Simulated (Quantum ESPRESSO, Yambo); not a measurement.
Planning a run of Yambo 5.3.0 on BaTiO3 (P4mm). The input:

```
HF_and_locXC
gw0
dyson
ppa
em1d
rim_cut
RandQpts= 1000000
RandGvec= 1 RL
EXXRLvcs= 76 Ry
VXCRLvcs= 304 Ry
Chimod= "HARTREE"
% BndsRnXp
 1 | 139 |
%
NGsBlkXp= 12.5 Ry
% LongDrXp
 1 | 1 | 1 |
%
% GbndRnge
 1 | 139 |
%
DysSolver= "n"
ExtendOut
PPAPntXp= 27.21138 eV
% QPkrange
 18 | 18 | 19 | 22 |
 1 | 1 | 19 | 22 |
%
```

```sh
OMP_NUM_THREADS=1 mpirun -n 4 yambo -F gw1.in -J gw1 -C gw1 > gw1.log
```

The stored states that it reads are on a 4×4×4 mesh. Symmetry: P4mm, No. 99, tetragonal system. The conventional cell has a = 3.990 Å, b = 3.990 Å, c = 4.023 Å, α = 90.00°, β = 90.00°, γ = 90.00°. Ba has 12 O at 2.80 to 2.87 Å nearest. Nearest to Ti lie 6 O at 1.84 to 2.18 Å. Nearest to O lie 2 Ti at 1.84 to 2.18 Å and 4 Ba at 2.82 Å. Nearest to O lie 2 Ti at 2.00 Å and 4 Ba at 2.80 to 2.87 Å. Farther neighbours and most contacts between anions are not listed.

**Question.** Estimate wall time and host memory on 4 MPI ranks of Arm Neoverse V1, shared host.

It took 8.1 min; on shared hardware allow 4 min to 16 min. Peak host memory was 2.2 GiB.

The screening grows as filled bands × empty bands × pairs of k points, times the square of the screening basis for the matrix.

[Paths, hosts, dates, memory and timing lines, banners, echoed tables and standing remarks are left out of the program output.]

[Logs are printed without paths, hosts, clocks, repeated set-up lines and the standing remarks that a program may print on its own settings, such as how far it seeks lower states.]

[Runs of the session that timed out or met a known fault of the program may be left out.]

[Hosts, paths, dates, database ids (printed as entryN), source tags and the programs' standing remarks are cut or masked in the printed files.]
